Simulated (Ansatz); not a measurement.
## Moving the knobs of a GW run on Ba2CeSnO6 (Fm-3m)

A base run on Ba2CeSnO6 (Fm-3m), then changed inputs.

Calculated with Ansatz 0.2.0; G0W0 on PBE, plane waves, PAW; PAW set soft_1.

In doubt: one-shot GW on d or f shells is unsure, so the values of those runs are not to be relied on.

## 1. Set-up

The structure is cubic, space group Fm-3m (No. 225). Conventional cell: a = 8.659 Å, b = 8.659 Å, c = 8.659 Å, α = 90.00°, β = 90.00°, γ = 90.00°. Ba has 12 O at 3.06 Å nearest. Nearest to Ce lie 6 O at 2.23 Å. Sn has 6 O at 2.10 Å nearest. O has 1 Sn at 2.10 Å and 1 Ce at 2.23 Å and 4 Ba at 3.06 Å nearest. Farther neighbours and most contacts between anions are not listed.

As a file:

```cif
data_structure
_symmetry_space_group_name_H-M 'P 1'
_symmetry_Int_Tables_number 1
_cell_length_a 6.1228
_cell_length_b 6.1228
_cell_length_c 6.1228
_cell_angle_alpha 60.000
_cell_angle_beta 60.000
_cell_angle_gamma 60.000
_cell_volume 162.31
loop_
_atom_site_label
_atom_site_type_symbol
_atom_site_fract_x
_atom_site_fract_y
_atom_site_fract_z
_atom_site_occupancy
Ba1 Ba 0.25000 0.25000 0.25000 1
Ba2 Ba 0.75000 0.75000 0.75000 1
Ce3 Ce 0.00000 0.00000 0.00000 1
Sn4 Sn 0.50000 0.50000 0.50000 1
O5 O 0.74213 0.25787 0.25787 1
O6 O 0.25787 0.74213 0.74213 1
O7 O 0.25787 0.74213 0.25787 1
O8 O 0.74213 0.25787 0.74213 1
O9 O 0.25787 0.25787 0.74213 1
O10 O 0.74213 0.74213 0.25787 1
```

The cell and positions are those that the Materials Project relaxed with its own functionals (PBE, PBE+U or r2SCAN), kept fixed. Spin-orbit coupling is left out unless a step names it.

## 2. The base run: 2×2×2 mesh, 413 empty bands, screening to 108 eV, PAW set soft_1 files

Now the one-shot GW correction: screening in the RPA, then the self-energy of the levels asked for. This step takes PAW set soft_1 files.

Contents of input.yaml:

```yaml
crystal:
  lattice:
    - [0.0, 4.32948904, 4.32948904]
    - [4.32948904, 0.0, 4.32948904]
    - [4.32948904, 4.32948904, 0.0]
  atoms:
    - { symbol: Ba, position: [0.25, 0.25, 0.25] }
    - { symbol: Ba, position: [0.75, 0.75, 0.75] }
    - { symbol: Ce, position: [0.0, 0.0, 0.0] }
    - { symbol: Sn, position: [0.5, 0.5, 0.5] }
    - { symbol: O, position: [0.74212518, 0.25787482, 0.25787482] }
    - { symbol: O, position: [0.25787482, 0.74212518, 0.74212518] }
    - { symbol: O, position: [0.25787482, 0.74212518, 0.25787482] }
    - { symbol: O, position: [0.74212518, 0.25787482, 0.74212518] }
    - { symbol: O, position: [0.25787482, 0.25787482, 0.74212518] }
    - { symbol: O, position: [0.74212518, 0.74212518, 0.25787482] }
kpoints:
  mp_grid: { grid: [2, 2, 2] }
hamiltonian:
  xc: pbe
  pseudopotentials: { kind: paw, azcp: { folder: soft_1 } }
scf:
  occupations: { method: fixed }
gw:
  n_empty_bands: 413
  ecut_chi: 108
  qp_bands: [v3, c3]
  qp_kpoints: band_edges
  screening: { model: contour_deformation }
```

The run is started by

```bash
$ ansatz run input.yaml --threads 2 --pin off --max-ram 92160MiB --backend cuda --events-out ev --progress --plain --runs-dir out --devices 1 --max-vram 13GiB
```

Numbers of over 12 decimals in the logs are rounded to 6 here.

Output:

```text
GPUs: using 1 of 1 available (devices: 1).
Engine: ansatz 0.2.0, x86_64-unknown-linux-gnu
Pseudopotentials: kind: paw
Pseudopotential: Ba, paw, valence charge 10, recommended cutoff 420 eV (normal), soft_1/Ba.paw.azcp
Pseudopotential: Ce, paw, valence charge 12, recommended cutoff 420 eV (normal), soft_1/Ce.paw.azcp
Pseudopotential: Sn, paw, valence charge 14, recommended cutoff 420 eV (normal), soft_1/Sn.paw.azcp
Pseudopotential: O, paw, valence charge 6, recommended cutoff 420 eV (normal), soft_1/O.paw.azcp
Functional definition: PBE
  parameter kappa = 0.804
  parameter beta = 0.066725
  exchange = pbe_x(kappa = kappa, mu = beta*pi^2/3)
  correlation = pbe_c(beta = beta)
device memory: the entry about to start is reckoned to put 2.5 GiB on a device that reports 42.0 GiB free (of which the cap on the GPU budget leaves the run 13.0 GiB)
GPU FFT provider: cuFFT
GPU libraries: cuBLAS 13.8.2, cuFFT 12.4.0, cuSOLVER 12.3.4
Crystal: 10 atoms, lattice volume = 162.308 Å³
Basis set: ecut = 420 eV, 3143 PW (Γ)
Bands: 51, of which v1, the nominal top of the filled ones, is band 41 counted from 1 (40 counted from 0)
Symmetry: 48 space group operations
Space group: Fm-3m (ITA 225), of the structure as read, at distance tolerance 5.5e-5 Å
k-points: 3 of 8
Non-local potential: Ba, projectors of the file, l = 0: 3, l = 1: 2, l = 2: 2, l = 3: 2
Non-local potential: Ce, projectors of the file, l = 0: 3, l = 1: 2, l = 2: 2, l = 3: 3
Non-local potential: Sn, projectors of the file, l = 0: 2, l = 1: 2, l = 2: 2, l = 3: 1
Non-local potential: O, projectors of the file, l = 0: 2, l = 1: 2, l = 2: 1
PAW form: soft (Blöchl's): semilocal exchange-correlation on the pseudo side does not see the compensation charge
PAW one-centre angular grid: Ba, 194 points (default); XC on 64 Gauss nodes
PAW one-centre angular grid: Ce, 590 points (default); XC on 64 Gauss nodes
PAW one-centre angular grid: Sn, 590 points (default); XC on 64 Gauss nodes
PAW one-centre angular grid: O, 110 points (default); XC on 64 Gauss nodes
Initial density: superposition of atomic densities (chi_scale 0.1, normalization cell, long waves kept (reshape's long-wave potential 0.01 eV rms))
Initial wavefunctions: pseudopotential atomic-orbital guess
GPU buffer pool allocated for 91125 grid points (all kernels)
GPU transforms: local potential and band sums: pruned to the plane-wave sphere, on 45×45×45
Functional: x = pbe(κ = 0.804, μ = 0.219515), c = pbe(β = 0.066725)
SCF iter   1: F=—  HF=-27920.142275 eV  |F-HF|=—  |Δ(HF+E_count)|=         —  Δρ=1.18e-1  dr2=4.62e1  ethr=3.10e-3  ⟨swp⟩=4.0  Hψ=551  notcnv=0  defer=13
preconditioner: auto → Resta (q_TF=auto, 2.435 Å⁻¹)  ε∞=6.3  [insulator: Δε(μ)=0.412 eV  Ē_g=11.062 eV  n_scr=50 (ndim 8)  ℏωp=25.4 eV  f_vac=0.000  ε∞_Penn≈6.3]
[...]
E sigma→0 (E₀):  -27916.083818 eV
Fermi energy:    8.933514 eV
--- Per-component energies (eV) ---
  E_band       = -97.480692
  E_kinetic    = 1739.522347
  E_local      = -4201.781358  (includes V_loc(G=0)·N_el)
  E_nonlocal   = 743.234125
  E_hartree    = 1718.250641
  E_xc         = -1102.712881
  E_vxc        = -1062.412265  (∫ρ·V_xc dr)
  E_paw        = -21312.535922  (= ΣΔE_a)
  E_vpaw       = -752.550819  (= ΣTr[D̂ρ^β])
  E_aug_tail   = 0.004914  (compensation charges beyond the density's cutoff)
  E_ewald      = -5500.065685
  E_smearing   = -0.000000  (= −TS)
  E_closure    = -0.000000  (closes the sum)
  Σ components = -27916.083818   (vs F -27916.083818, Δ=0.00e0)
--- Band table (eV) ---
  k-point 0: bands = [... 37 lower, 8.1957, 8.9335, 8.9335, 8.9335, 11.1706, 11.4735, 11.4735, 11.4735, ... 6 higher]
  k-point 1: bands = [... 37 lower, 8.3684, 8.4179, 8.7712, 8.7712, 11.1683, 11.4314, 11.4314, 11.4381, ... 6 higher]
  k-point 2: bands = [... 37 lower, 8.2067, 8.3470, 8.3470, 8.8905, 11.1696, 11.4234, 11.4234, 11.4674, ... 6 higher]
--- G₀W₀: contour deformation, 6 samples at zero and on the imaginary axis and 1 off it, 8 q-points, 413 empty bands' worth ---
  eigenvalues of the whole cell's RPA ε∞ on this k-mesh (on a slab, of 1 + 4πα/V) = 4.9143, 4.9143, 4.9143; static W/v taken at q = 0 is 0.203486
  gw.qp_kpoints: band_edges: 3 of 3 stored k-points solved, in 1 pass; an edge of the gap read off the rows below is read off those points alone
  `?` marks the rows in doubt; gw_qp.tsv's column doubts and the gw_qp event give each row's grounds
    ik  band        ε_KS         Σx   Σc(E_QP)       V_xc       Z   E_QP_lin       E_QP  E_QP is
     0    39      8.9335   -25.5914     4.8906   -20.2879  0.7214     8.5171     8.5207  root
     0    40      8.9335   -25.5914     4.8906   -20.2879  0.7214     8.5171     8.5207  root
     0    41      8.9335   -25.5914     4.8906   -20.2879  0.7214     8.5171     8.5207  root
     0    42     11.1706   -22.5320   -12.8153   -37.4500  0.5786    13.7009    13.2733  root ?
     0    43     11.4735   -23.5130   -12.0576   -37.6442  0.5801    13.9641    13.5471  root ?
     0    44     11.4735   -23.5130   -12.0576   -37.6442  0.5801    13.9641    13.5471  root ?
     1    39      8.4179   -25.0049     4.9802   -19.5433  0.7161     7.9309     7.9365  root
     1    40      8.7712   -26.4932     3.9813   -22.3276  0.7303     8.5863     8.5869  root
     1    41      8.7712   -26.4932     3.9813   -22.3276  0.7303     8.5863     8.5869  root
     1    42     11.1683   -22.4726   -12.7715   -37.3455  0.5794    13.6934    13.2697  root ?
     1    43     11.4314   -23.4180   -12.1328   -37.6503  0.5817    13.9453    13.5309  root ?
     1    44     11.4314   -23.4180   -12.1328   -37.6503  0.5817    13.9453    13.5309  root ?
     2    39      8.3470   -25.3253     4.4361   -20.5311  0.7204     7.9860     7.9889  root
     2    40      8.3470   -25.3253     4.4361   -20.5311  0.7204     7.9860     7.9889  root
     2    41      8.8905   -25.4277     4.8594   -20.1456  0.7216     8.4639     8.4677  root
     2    42     11.1696   -22.4764   -12.7724   -37.3496  0.5793    13.6943    13.2704  root ?
     2    43     11.4234   -23.4422   -12.0239   -37.5706  0.5835    13.9368    13.5280  root ?
     2    44     11.4234   -23.4422   -12.0239   -37.5706  0.5835    13.9368    13.5280  root ?
[key lines of the parts left out:]
SCF converged after 12 iterations
Free energy (F): -27916.083818 eV
```

The job ended after 13 s (1 × NVIDIA H100 80GB HBM3 (shared by 6 runs) with 2 threads of AMD EPYC 7R13 (Zen 3), shared host; peak memory 1.3 GiB).

Numbers from this step:

| Quantity | Value |
| --- | --- |
| bands summed | 454 |
| RPA ε∞ on this mesh (eigenvalues) | 4.914, 4.914, 4.914 |
| plane waves in the screening matrix | 411 |
| q-points in the mesh | 8 |
| G0W0 gap on the mesh | 4.683 eV |
| k of the valence top | 0, 0, -0.5 |
| k of the conduction bottom | 0, 0, -0.5 |
| starting gap on the mesh | 2.235 eV |
| Z at the valence top | 0.7303 |
| Z at the conduction bottom | 0.5794 |
| least direct G0W0 gap on the computed points | 4.683 eV |

The gap on the mesh goes from 2.23 eV to 4.68 eV, a correction of +2.45 eV, though a band edge has moved to another state. The program marks an edge row as in doubt.

## 3. Variant: no symmetry

input.yaml: that of step 2 with these lines changed.

```diff
@@ -16,2 +16,3 @@
     - { symbol: O, position: [0.74212518, 0.74212518, 0.25787482] }
+  symmetry: { detect: false }
 kpoints:
@@ -24,4 +25,4 @@
 gw:
-  n_empty_bands: 413
-  ecut_chi: 108
+  n_empty_bands: 171
+  ecut_chi: 60
   qp_bands: [v3, c3]
```

Output:

```text
GPUs: using 1 of 1 available (devices: 1).
[...]
GPU FFT provider: cuFFT
GPU libraries: cuBLAS 13.8.2, cuFFT 12.4.0, cuSOLVER 12.3.4
Crystal: 10 atoms, lattice volume = 162.308 Å³
Basis set: ecut = 420 eV, 3143 PW (Γ)
Bands: 51, of which v1, the nominal top of the filled ones, is band 41 counted from 1 (40 counted from 0)
Symmetry: 1 space group operations
k-points: 8
[...]
GPU buffer pool allocated for 91125 grid points (all kernels)
[...]
SCF iter   1: F=—  HF=-27920.142453 eV  |F-HF|=—  |Δ(HF+E_count)|=         —  Δρ=1.18e-1  dr2=4.62e1  ethr=3.10e-3  ⟨swp⟩=4.0  Hψ=1466  notcnv=0  defer=40
[...]
SCF iter  13: F=-27916.083818 eV  HF=-27916.083818 eV  |F-HF|=5.17e-8  |Δ(HF+E_count)|=   2.02e-8  Δρ=5.35e-6  dr2=5.58e-8  ethr=1.22e-10  ⟨swp⟩=11.6  Hψ=1683  notcnv=0
SCF 1 converged in 13 iterations: F = -27916.083818 eV  dr2 = 5.58e-8
[...]
NSCF: frozen V_eff on 8 k-points
[...]
G₀W₀ screening: q 1/8
[... further progress lines ...]
[...]
SCF converged after 13 iterations
Free energy (F): -27916.083818 eV
[...]
Internal energy: -27916.083818 eV  (E = F + TS)
E sigma→0 (E₀):  -27916.083818 eV
Fermi energy:    8.933479 eV
[...]
--- Band table (eV; the first three rows and the last of 8) ---
  k-point 0: bands = [... 37 lower, 8.1957, 8.9335, 8.9335, 8.9335, 11.1706, 11.4735, 11.4735, 11.4735, ... 6 higher]
  k-point 1: bands = [... 37 lower, 8.3684, 8.4179, 8.7711, 8.7712, 11.1683, 11.4314, 11.4314, 11.4381, ... 6 higher]
[...]
0    43     11.4735   -23.5130   -11.5193   -37.6442  0.5928    14.5574    14.0854  root ?
     0    44     11.4735   -23.5130   -11.5193   -37.6442  0.5928    14.5574    14.0854  root ?
     1    39      8.4179   -25.0050     5.1810   -19.5433  0.7218     8.1354     8.1373  root
     1    40      8.7711   -26.4933     4.2710   -22.3276  0.7371     8.8762     8.8765  root
     1    41      8.7711   -26.4933     4.2710   -22.3276  0.7371     8.8762     8.8765  root
     1    42     11.1683   -22.4726   -12.2501   -37.3455  0.5912    14.2818    13.7911  root ?
     1    43     11.4314   -23.4180   -11.6007   -37.6503  0.5943    14.5409    14.0630  root ?
     1    44     11.4314   -23.4180   -11.6007   -37.6503  0.5943    14.5409    14.0630  root ?
     2    39      8.4179   -25.0050     5.1810   -19.5433  0.7218     8.1354     8.1373  root
     2    40      8.7711   -26.4933     4.2710   -22.3276  0.7371     8.8762     8.8765  root
[...]
2    42     11.1683   -22.4726   -12.2501   -37.3455  0.5912    14.2818    13.7911  root ?
     2    43     11.4314   -23.4180   -11.6007   -37.6503  0.5943    14.5409    14.0630  root ?
[...]
6    41      8.8904   -25.4278     5.0729   -20.1456  0.7276     8.6803     8.6812  root
[...]
6    44     11.4234   -23.4422   -11.4963   -37.5706  0.5961    14.5315    14.0555  root ?
     7    39      8.4179   -25.0050     5.1810   -19.5433  0.7218     8.1354     8.1373  root
     7    40      8.7711   -26.4933     4.2710   -22.3276  0.7371     8.8762     8.8765  root
     7    41      8.7711   -26.4933     4.2710   -22.3276  0.7371     8.8762     8.8765  root
     7    42     11.1683   -22.4726   -12.2501   -37.3455  0.5912    14.2818    13.7911  root ?
     7    43     11.4314   -23.4180   -11.6007   -37.6503  0.5943    14.5409    14.0630  root ?
     7    44     11.4314   -23.4180   -11.6007   -37.6503  0.5943    14.5409    14.0630  root ?
```

Elapsed: 11 s, on 1 × NVIDIA H100 80GB HBM3 (shared by 6 runs) with 2 threads; peak memory 1.2 GiB; 15 s of CPU time.

The G0W0 gap on the mesh is 4.915 eV.

Against the base:

| setting | base | variant |
| --- | --- | --- |
| empty bands | 413 | 171 |
| screening cutoff (eV) | 108 | 60 |
| symmetry detection | - | false |

| quantity | variant | base |
| --- | --- | --- |
| starting gap on the mesh | 2.235 | 2.235 |
| G0W0 gap on the mesh | 4.915 | 4.683 |
| least direct G0W0 gap on the computed points | 4.915 | 4.683 |
| Z at the valence top | 0.737 | 0.730 |
| Z at the conduction bottom | 0.591 | 0.579 |

## 4. Variant: wider window of levels

input.yaml: that of step 3 with these lines changed.

```diff
@@ -16,3 +16,2 @@
     - { symbol: O, position: [0.74212518, 0.74212518, 0.25787482] }
-  symmetry: { detect: false }
 kpoints:
@@ -25,6 +24,6 @@
 gw:
-  n_empty_bands: 171
-  ecut_chi: 60
-  qp_bands: [v3, c3]
-  qp_kpoints: band_edges
+  n_empty_bands: 368
+  ecut_chi: 100
+  qp_bands: [v6, c6]
+  qp_kpoints: [[0, 0, 0]]
   screening: { model: contour_deformation }
```

Output:

```text
GPUs: using 1 of 1 available (devices: 1).
[...]
GPU FFT provider: cuFFT
GPU libraries: cuBLAS 13.8.2, cuFFT 12.4.0, cuSOLVER 12.3.4
Crystal: 10 atoms, lattice volume = 162.308 Å³
Basis set: ecut = 420 eV, 3143 PW (Γ)
Bands: 51, of which v1, the nominal top of the filled ones, is band 41 counted from 1 (40 counted from 0)
Symmetry: 48 space group operations
[...]
k-points: 3 of 8
[...]
GPU buffer pool allocated for 91125 grid points (all kernels)
[...]
SCF iter   1: F=—  HF=-27920.142275 eV  |F-HF|=—  |Δ(HF+E_count)|=         —  Δρ=1.18e-1  dr2=4.62e1  ethr=3.10e-3  ⟨swp⟩=4.0  Hψ=551  notcnv=0  defer=13
[...]
SCF iter  12: F=-27916.083818 eV  HF=-27916.083818 eV  |F-HF|=5.51e-8  |Δ(HF+E_count)|=   1.55e-7  Δρ=5.08e-6  dr2=5.46e-8  ethr=1.22e-10  ⟨swp⟩=10.7  Hψ=701  notcnv=0
SCF 1 converged in 12 iterations: F = -27916.083818 eV  dr2 = 5.46e-8
[...]
G₀W₀ screening: q 1/3
[... further progress lines ...]
[...]
SCF converged after 12 iterations
Free energy (F): -27916.083818 eV
[...]
Internal energy: -27916.083818 eV  (E = F + TS)
E sigma→0 (E₀):  -27916.083818 eV
Fermi energy:    8.933514 eV
[...]
--- Band table (eV) ---
  k-point 0: bands = [... 37 lower, 8.1957, 8.9335, 8.9335, 8.9335, 11.1706, 11.4735, 11.4735, 11.4735, ... 6 higher]
  k-point 1: bands = [... 37 lower, 8.3684, 8.4179, 8.7712, 8.7712, 11.1683, 11.4314, 11.4314, 11.4381, ... 6 higher]
  k-point 2: bands = [... 37 lower, 8.2067, 8.3470, 8.3470, 8.8905, 11.1696, 11.4234, 11.4234, 11.4674, ... 6 higher]
[...]
0    36      8.1957   -25.6867     4.3151   -21.1752  0.7114     7.9985     7.9994  root
     0    37      8.1957   -25.6867     4.3151   -21.1752  0.7114     7.9985     7.9994  root
     0    38      8.1957   -25.6867     4.3151   -21.1752  0.7114     7.9985     7.9994  root
     0    39      8.9335   -25.5914     4.9274   -20.2879  0.7222     8.5545     8.5575  root
     0    40      8.9335   -25.5914     4.9274   -20.2879  0.7222     8.5545     8.5575  root
     0    41      8.9335   -25.5914     4.9274   -20.2879  0.7222     8.5545     8.5575  root
     0    42     11.1706   -22.5320   -12.7821   -37.4500  0.5801    13.7701    13.3066  root ?
     0    43     11.4735   -23.5130   -12.0235   -37.6442  0.5816    14.0341    13.5812  root ?
     0    44     11.4735   -23.5130   -12.0235   -37.6442  0.5816    14.0341    13.5812  root ?
     0    45     11.4735   -23.5130   -12.0235   -37.6442  0.5816    14.0341    13.5812  root ?
     0    46     11.8650   -24.0070   -10.6557   -36.7332  0.5917    14.2789    13.9356  root ?
     0    47     11.8650   -24.0070   -10.6557   -36.7332  0.5917    14.2789    13.9356  root ?
```

The job ended after 7.7 s (1 × NVIDIA H100 80GB HBM3 (shared by 6 runs) with 2 threads; peak memory 1.2 GiB).

Absolute levels on the run's own zero. QP, by row:

| k index | band | KS (eV) | Sigma_x (eV) | Sigma_c (eV) | Vxc (eV) | Z | QP linearised (eV) | QP (eV) | source | doubts |
| --- | --- | --- | --- | --- | --- | --- | --- | --- | --- | --- |
| 0 | 36 | 8.196 | -25.69 | 4.315 | -21.18 | 0.7114 | 7.998 | 7.999 | root |  |
| 0 | 37 | 8.196 | -25.69 | 4.315 | -21.18 | 0.7114 | 7.998 | 7.999 | root |  |
| 0 | 38 | 8.196 | -25.69 | 4.315 | -21.18 | 0.7114 | 7.998 | 7.999 | root |  |
| 0 | 39 | 8.934 | -25.59 | 4.927 | -20.29 | 0.7222 | 8.555 | 8.557 | root |  |
| 0 | 40 | 8.934 | -25.59 | 4.927 | -20.29 | 0.7222 | 8.555 | 8.557 | root |  |
| 0 | 41 | 8.934 | -25.59 | 4.927 | -20.29 | 0.7222 | 8.555 | 8.557 | root |  |
| 0 | 42 | 11.17 | -22.53 | -12.78 | -37.45 | 0.5801 | 13.77 | 13.31 | root | z_under_floor,energies_apart |
| 0 | 43 | 11.47 | -23.51 | -12.02 | -37.64 | 0.5816 | 14.03 | 13.58 | root | z_under_floor,energies_apart |
| 0 | 44 | 11.47 | -23.51 | -12.02 | -37.64 | 0.5816 | 14.03 | 13.58 | root | z_under_floor,energies_apart |
| 0 | 45 | 11.47 | -23.51 | -12.02 | -37.64 | 0.5816 | 14.03 | 13.58 | root | z_under_floor,energies_apart |
| 0 | 46 | 11.87 | -24.01 | -10.66 | -36.73 | 0.5917 | 14.28 | 13.94 | root | z_under_floor,energies_apart |
| 0 | 47 | 11.87 | -24.01 | -10.66 | -36.73 | 0.5917 | 14.28 | 13.94 | root | z_under_floor,energies_apart |

Against the base:

| setting | base | variant |
| --- | --- | --- |
| empty bands | 413 | 368 |
| screening cutoff (eV) | 108 | 100 |
| levels asked | v3 to c3 | v6 to c6 |
| points asked | band edges | [[0, 0, 0]] |

## 5. What came out

| Property | Result |
| --- | --- |
| base | 4.68 eV, 13 s |
| no symmetry | 4.91 eV, 11 s |
| wider window of levels | direct gap at the listed points 4.75 eV, 7.7 s |

In words: No symmetry: the gap moves by +0.23 eV. The variant differs from the base in empty bands, screening cutoff and symmetry detection together, so the change can't be laid to one of them. Symmetry itself changes the cost, not the physics. Wider window of levels: only the listed points were computed; the least direct gap there is 4.75 eV, with empty bands, screening cutoff, levels asked and points asked changed against the base. All runs here use a coarse mesh and modest cutoffs; they test settings and are not final values. The 2×2×2 mesh is coarse for this cell (its supercell is 12 Å along the shortest edge). The RPA ε∞ on it, from the PBE start, is 4.91; such meshes misread the long-range screening, most where the gap is narrow. Empty 4f levels lie among the conduction bands. Their place in the start is unsure; it enters the screening, and the edge itself where they lie low. The runs have no spin polarisation. For a closed low-spin shell that is the natural state; where a d or f shell is open it is a constraint, and the gap is then not the crystal's own. The compound holds f electrons or empty f levels, where one-shot G0W0 is unsure. The many-body steps are scalar-relativistic: spin-orbit coupling is not in them. The program marks a band-edge row as in doubt, so the gap is less sure than its digits.

[Paths, hosts, dates, memory and timing lines, banners, echoed tables and standing remarks are left out of the program output.]

[Logs are printed without paths, hosts, clocks, repeated set-up lines and the standing remarks that a program may print on its own settings, such as how far it seeks lower states.]

[Runs of the session that timed out or met a known fault of the program may be left out.]

[Cells called generated may have been cut or substituted from an entry of the Crystallography Open Database or the Materials Project.]

[Hosts, paths, dates, database ids (printed as entryN), source tags and the programs' standing remarks are cut or masked in the printed files.]
